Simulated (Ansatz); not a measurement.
# InSe monolayer: from the cell to its phonons, part 2 of 3

Wanted: phonon frequencies of InSe monolayer and what follows from them.

Ansatz 0.2.0; DFT PBEsol, scalar-relativistic, plane waves, PAW.

So far: Starting point; Bringing the structure to rest.

### 3. Tight relaxation

Phonons need a cell at rest on their own settings, so the relaxation is repeated with tight tolerances on forces and stress on the k mesh and occupations of the first response run.

Contents of input.yaml:

```yaml
crystal:
  lattice:
    - [3.9963255101, 0.0, 0.0]
    - [-1.9981627551, 3.4609194136, 0.0]
    - [0.0, 0.0, 34.09996]
  atoms:
    - { symbol: In, position: [0.3333333333, 0.6666666667, 0.3632409326] }
    - { symbol: In, position: [0.3333333333, 0.6666666667, 0.2819211145] }
    - { symbol: Se, position: [0.6666666667, 0.3333333333, 0.4008574082] }
    - { symbol: Se, position: [0.6666666667, 0.3333333333, 0.244304639] }
  periodic: [true, true, false]
kpoints:
  mp_grid: { grid: [9, 9, 1] }
hamiltonian:
  xc: pbesol
scf:
  occupations: { method: fixed }
output:
  forces: true
  stress: true
  eigenvalues: true
  write_density: true
  write_potential: true
  elf: true
  volumetric_format: npy
relax:
  adjacent_minimum: "off"
  f_tol: 0.001
  max_steps: 60
  cell: { stress_2d_tol: 0.002 }
```

Launch:

```sh
$ ansatz run input.yaml --threads 8 --pin off --max-ram 14336MiB --backend cpu --events-out ev --progress --plain --runs-dir out
```

Numbers of over 12 decimals in the logs are rounded to 6 here.

Output:

```text
[...]
Crystal: 4 atoms, lattice volume = 471.635 Å³
Basis set: ecut = 420 eV, 9281 PW (Γ), exchange–correlation on 54×54×480 points (8 copies of the dense FFT grid, shifted against one another)
Bands: 35, of which v1, the nominal top of the filled ones, is band 29 counted from 1 (28 counted from 0)
Symmetry: 12 space group operations
[...]
k-points: 12 of 81 (time reversal used)
[...]
--- Relaxed structure (4 steps of the walk, 3 accepted, 1 SCFs on fresh bases) ---
[...]
cell:  # Å, volume = 471.5472 Å³
    - [3.995953, 2.8864933570175715e-11, 0.0]
    - [-1.997976, 3.460597, 0.0]
    - [0.0, 0.0, 34.09996]
  atoms:
    - { symbol: In, position: [0.333333, 0.666667, 0.363242] }
    - { symbol: In, position: [0.333333, 0.666667, 0.281920] }
    - { symbol: Se, position: [0.666667, 0.333333, 0.400869] }
    - { symbol: Se, position: [0.666667, 0.333333, 0.244293] }
[key lines of the parts left out:]
SCF converged after 10 iterations
Free energy (F): -21901.115433 eV
Fermi energy:    -6.008170 eV
P = ½ c Tr σ = 0.0009 N/m
```

It took 14 s on 8 threads of Arm Neoverse V2, shared host; peak memory 1.1 GiB; 1.7 min of CPU time.

Little changed from the start: no atom moved by 0.005 Å and no cell edge by 0.1 %.

Numbers from this step:

```yaml
gap_on_the_k_mesh: 1.650 eV
direct_gap_on_mesh: 1.723 eV
area_per_atom: 3.457 Å²
```

Electrostatic potential energy in the ac plane at fractional y = 0.333, with atoms of Se within 0.2 Å of it. With pseudopotentials it is smooth inside the atoms' cores, unlike the true potential.

Ten even steps from '0' (-17 eV) to '9' (0 eV), each cell a mean:
```
99999999999999
99999999999999
99999999999999
99999999999999
99999999999999
99999999999999
99999999999999
99999999999999
99999999999999
99999999999999
99999999999999
99999999999999
99999999999999
99999976544578
77777620010014
65556788888887
77677888999988
66556643222246
89998742122136
99999999999999
99999999999999
99999999999999
99999999999999
99999999999999
```
Columns run along a (4.0 Å; values clipped at the 3rd and 97th percentile), rows up along c (34.1 Å). Atoms in or near the plane, at fractional coordinates: Se at (0.67, 0.40), Se at (0.67, 0.24).

ELF in the ac plane at fractional y = 0.333, with atoms of Se within 0.2 Å of it. It is the smooth field of the valence electrons, not physical close to the nuclei.

Ten even steps from '0' (0.00) to '9' (0.80), each cell a mean:
```
00000000000000
00000000000000
00000000000000
00000000000000
00000000000000
00000000000000
00000000000000
00000000000000
00000000000000
00000000000000
00000000000000
00000000000000
00000012222210
31002689999987
52124799756898
33333333333333
34443211111112
42223578767876
52014799878998
00000235565542
00000000000000
00000000000000
00000000000000
00000000000000
```
Columns run along a (4.0 Å), rows up along c (34.1 Å). Atoms in or near the plane, at fractional coordinates: Se at (0.67, 0.40), Se at (0.67, 0.24).

Valence density in the ac plane at fractional y = 0.333, with atoms of Se within 0.2 Å of it. It is the smooth field of the valence electrons, not physical close to the nuclei.

Ten steps, logarithmic in the rise over the least value, from '0' (0 e/Å³) to '9' (16 e/Å³), each cell a mean:
```
00000000000000
00000000000000
00000000000000
00000000000000
00000000000000
00000000000000
00000000000000
00000000000000
00000000000000
00000000000000
00000000000000
00000000000000
00000000000000
00000012344211
11111235899632
11111111111111
01111000000000
11111224677532
10000124798532
00000000000000
00000000000000
00000000000000
00000000000000
00000000000000
```
Columns run along a (4.0 Å), rows up along c (34.1 Å). Atoms in or near the plane, at fractional coordinates: Se at (0.67, 0.40), Se at (0.67, 0.24).

The largest force component left is 0.14 meV/Å, within the tolerances set.

### 4. Zone-centre response

The zone centre comes first: it holds the modes that light can see, as far as symmetry allows. The response to a homogeneous field gives the Born charges and the dielectric tensor, and its change with displacement the Raman tensors.

Contents of input.yaml:

```yaml
crystal:
  lattice:
    - [3.9959528346, 0.0, 0.0]
    - [-1.9979764173, 3.4605966671, 0.0]
    - [0.0, 0.0, 34.09996]
  atoms:
    - { symbol: In, position: [0.3333333333, 0.6666666667, 0.3632424786] }
    - { symbol: In, position: [0.3333333333, 0.6666666667, 0.2819195685] }
    - { symbol: Se, position: [0.6666666667, 0.3333333333, 0.4008687096] }
    - { symbol: Se, position: [0.6666666667, 0.3333333333, 0.2442933376] }
  periodic: [true, true, false]
kpoints:
  mp_grid: { grid: [9, 9, 1] }
hamiltonian:
  xc: pbesol
scf:
  occupations: { method: fixed }
output:
  eigenvalues: true
phonons:
  method: dfpt
  dielectric: true
  raman: true
```

Output:

```text
Warning: phonons.dielectric: true without phonons.rigid_motions: the static dielectric tensor ε⁰ will be withheld (ε∞, Z* and the rows of modes are given); for a crystal or a slab, whose only rigid motions are the translations, set phonons.rigid_motions: translations
Warning: crystal.symmetry: narrowed to the stabiliser of the run's FFT grids — unitary ops 12 → 6. A phonons.method: dfpt run fills in the rows of the dynamical matrix that it does not solve by its symmetry operations, which is exact only for operations that map its FFT grids onto themselves: filled in by any other, the frequencies could depend on the order in which like atoms are typed, or, by more than the grids' own error, on where the crystal sits among the grids' points. Excluded: 6 operations. The run can therefore solve more perturbations, solve them on more k-points, or both, and cost more. [rest of the remark cut]
[...]
Crystal: 4 atoms, lattice volume = 471.547 Å³
Basis set: ecut = 420 eV, 9281 PW (Γ), exchange–correlation on 54×54×480 points (8 copies of the dense FFT grid, shifted against one another)
Bands: 35, of which v1, the nominal top of the filled ones, is band 29 counted from 1 (28 counted from 0)
Symmetry: 12 space group operations
k-points: 25 of 81 (irreducible under 2 space group operations, time reversal used)
[...]
SCF iter   1: F=—  HF=-21901.128222 eV  |F-HF|=—  |Δ(HF+E_count)|=         —  Δρ=2.32e-3  dr2=6.14e-2  ethr=1.77e-3  ⟨swp⟩=6.8  Hψ=3600  notcnv=0  defer=100
[...]
SCF iter  10: F=-21901.115433 eV  HF=-21901.115433 eV  |F-HF|=4.73e-11  |Δ(HF+E_count)|=  1.20e-10  Δρ=4.07e-8  dr2=8.45e-12  ethr=1.00e-12  ⟨swp⟩=6.6  Hψ=4992  notcnv=0
SCF 1 converged in 10 iterations: F = -21901.115433 eV  dr2 = 8.45e-12
[...]
NSCF: frozen V_eff on 2 k-points
DFPT response loops at Γ: preconditioner auto → none (the input reference at scf.mixing.eps_inf says where Resta's filter doesn't serve); β = 0.50; Broyden in place of MSR1
── the response to a field inside a basis, on 16×16×2 k-points: an SCF that follows is theirs, and a resumed run solves both again ──
Bands: 30, of which v1, the nominal top of the filled ones, is band 29 counted from 1 (28 counted from 0)
k-points: 136
[...]
Eigensolver: Dense (136 Hₖ)
SCF iter   1: F=—  HF=-21901.084655 eV  |F-HF|=—  |Δ(HF+E_count)|=         —  Δρ=5.51e-5  dr2=6.03e-6  ethr=1.00e-1
[...]
SCF iter   6: F=-21901.084661 eV  HF=-21901.084661 eV  |F-HF|=1.02e-10  |Δ(HF+E_count)|=   2.27e-9  Δρ=1.42e-7  dr2=9.25e-11  ethr=3.63e-12
SCF 1 converged in 6 iterations: F = -21901.084661 eV  dr2 = 9.25e-11
[...]
SCF converged after 10 iterations
Free energy (F): -21901.115433 eV
[...]
Internal energy: -21901.115433 eV  (E = F + TS)
E sigma→0 (E₀):  -21901.115433 eV
Fermi energy:    -6.008170 eV
[...]
--- Band table (eV; the first three rows and the last of 25) ---
  k-point 0: bands = [... 25 lower, -6.4579, -6.3799, -6.3799, -6.0818, -4.3586, -3.1966, -0.9076 (-0.9076°), -0.9076 (-0.9076°), ... 2 higher]
  k-point 1: bands = [... 25 lower, -7.0312, -6.6142, -6.5179, -6.0170, -3.7619, -2.5813, -1.5373 (-1.5373°), -0.7845 (-0.7845°), ... 2 higher]
  k-point 2: bands = [... 25 lower, -7.7166, -6.9673, -6.8332, -6.0404, -3.1981, -2.9193, -1.2231 (-1.2231°), -1.0228 (-1.0228°), ... 2 higher]
  k-point 24: bands = [... 25 lower, -8.3356, -8.0478, -7.5463, -6.4477, -2.9666, -2.8268, -1.9086, -0.6204, ... 2 higher]
  ° read free of the cell's end (the report's vacuum.weakly_bound_levels)
--- Phonons (Γ-DFPT): 8 representative perturbations + reference, on 25 of 81 k-points (Σ response iterations 30) ---
  ASR residual: 6.134e-5 → 0.000e0 eV/Å²; symmetrization residual: 9.470e-5 eV/Å²
  The last average, over the group as it would stand without the narrowing to the FFT grids, took up to 1.831e-5 eV/Å² of the zone centre's force constants
  ASR residual per site (eV/Å²): 6.13e-5 5.81e-5 5.26e-5 3.51e-5
  Γ frequencies (cm⁻¹): 0.00 0.00 0.00 36.29 36.29 105.90 169.51 169.51 173.49 173.49 198.93 226.42
  ε∞ (high-frequency dielectric tensor):
        2.738586     0.000000     0.000000
        0.000000     2.738586     0.000000
        0.000000     0.000000     1.211953
  α∞ (the layer's polarisability for a field applied outside it; Å, Gaussian; ε∞ is over the cell's 34.100 Å):
        4.717808     0.000000     0.000000
        0.000000     4.717808     0.000000
        0.000000     0.000000     0.575153
  ε⁰ (static dielectric tensor): not given — the deck does not say what the cell's rigid motions are, and on a molecule in a box or a wire the rigid rotations would enter the sum over the modes at Γ. For a crystal or a slab, whose only rigid motions are the translations, set phonons.rigid_motions: translations.
  Born effective charges Z* (e; rows j = field, columns β = displacement):
    site 0:
         2.37650    0.00000   -0.00000
         0.00000    2.37650    0.00000
         0.00000    0.00000    0.16561
    site 1:
         2.37650    0.00000    0.00000
         0.00000    2.37650   -0.00000
        -0.00000   -0.00000    0.16561
    site 2:
        -2.37650   -0.00000   -0.00000
        -0.00000   -2.37650    0.00000
        -0.00000    0.00000   -0.16561
    site 3:
        -2.37650   -0.00000    0.00000
        -0.00000   -2.37650   -0.00000
        -0.00000   -0.00000   -0.16561
  Z* charge neutrality: 5.344e-3 e pre-enforcement
  solved inside a basis spanned on kpoints, on 16×16×2 k-points transformed towards the longest dipole: ε∞ is read to err by 1.1e-2, Z* by 1.9e-2 e (field_mesh: kpoints solves on kpoints); Z* is corrected for what the basis lacks
  Raman tensors (in the event stream and the table raman_tensors.tsv): an entry may err by 3.7e-1 Å², one of the second-order susceptibility by 5.4e-1 pm/V (basis, points and sum rule); their sum over the sites missed zero by 3.065e-4 Å² ahead of its enforcement
  optical modes at Γ without the LO–TO term, one row a degenerate level:
      ω (cm⁻¹)  modes    IR ((D/Å)²/amu)  static Raman (Å⁴/amu)  depolarisation
         36.29      2             0.0000                 0.2903           0.750
        105.90      1             0.0000                52.6890           0.092
        169.51      2             0.0000                 0.3405           0.750
        173.49      2            11.1391                 0.7130           0.750
        198.93      1             0.0270                 0.0000               —
        226.42      1             0.0000               169.2408           0.118
```

Wall time 18 min (8 threads); peak memory 5.7 GiB; 2.2 h of CPU time.

This step gave:

* sum-rule residual before enforcement: 6.13e-5 eV/Å²
* miss of the charge sum rule: 0.005344 e
* estimated error of the dielectric tensor: 0.01087
* estimated error of the Born charges: 0.01877 e
* point group: -6m2
* highest optical mode at the zone centre (no LO-TO term): 226.4 cm⁻¹
* lowest optical zone-centre mode: 36.29 cm⁻¹
* largest Born charge (third of the trace): 1.640 e

Without the LO-TO term. Patterns of degenerate modes are one choice out of their space. Modes at Γ, with each element's share of the kinetic energy:

```csv
mode,frequency (cm⁻¹),symmetry,In %,Se %
1,0.0,acoustic,59,41
2,0.0,acoustic,59,41
3,0.0,acoustic,59,41
4,36.3,E'',62,38
5,36.3,E'',62,38
6,105.9,A1',30,70
7,169.5,E'',38,62
8,169.5,E'',38,62
9,173.5,E',41,59
10,173.5,E',41,59
11,198.9,A2'',41,59
12,226.4,A1',70,30
```

Displacements in mode 5 (36.3 cm⁻¹), the largest set to 1:
```
In1 -1.00 -0.01  0.00
In2  1.00  0.01  0.00
Se3 -0.95 -0.01  0.00
Se4  0.95  0.01  0.00
```

Displacements in mode 12 (226.4 cm⁻¹), the largest set to 1:
```
In1  0.00  0.00  1.00
In2  0.00  0.00 -1.00
Se3  0.00  0.00 -0.80
Se4  0.00  0.00  0.80
```

High-frequency dielectric tensor, averaged over the cell of height 34.1 Å or as lengthened by the program, vacuum included. Tensor:

```csv
,x,y,z
x,2.739,0,0
y,0,2.739,0
z,0,0,1.212
```

Born charge (rows field, columns displacement) (e), principal values of the symmetric part by kind of site:

```csv
atom,atoms with these values,low,middle,high,mean
In1,2,0.17,2.38,2.38,1.64
Se3,2,-2.38,-2.38,-0.17,-1.64
```

In full for In1:

```
2.38 0.00 0.00
0.00 2.38 0.00
0.00 0.00 0.17
```

Transverse modes. Lines of the infrared spectrum (strongest = 100):

```csv
position (cm⁻¹),label,relative intensity
36,E'',0.0
106,A1',0.0
170,E'',0.0
174,E',100
199,A2'',0.2
226,A1',0.0
```

Activity x (w_L - w)^4 (n + 1)/w, 532 nm, 300 K; the tensors are static ones, while 532 nm light lies above the computed direct gap, where resonance would change the heights. Lines of the Raman spectrum (strongest = 100):

```csv
position (cm⁻¹),label,relative intensity
36,E'',4.1
106,A1',100
170,E'',0.3
174,E',0.6
199,A2'',0.0
226,A1',88
```

Before it was imposed, the acoustic sum rule was missed by 6.1e-5 eV/Å² and the charge sum rule by 0.0053 e. Small misses are needed for a sound result but don't prove that mesh and cutoff are converged. The lowest optical mode is real, 36.3 cm⁻¹.

(Continued in part 3 of 3.)

[Logs are printed without paths, hosts, clocks, repeated set-up lines and the standing remarks that a program may print on its own settings, such as how far it seeks lower states.]

[Hosts, paths, dates, database ids (printed as entryN), source tags and the programs' standing remarks are cut or masked in the printed files.]
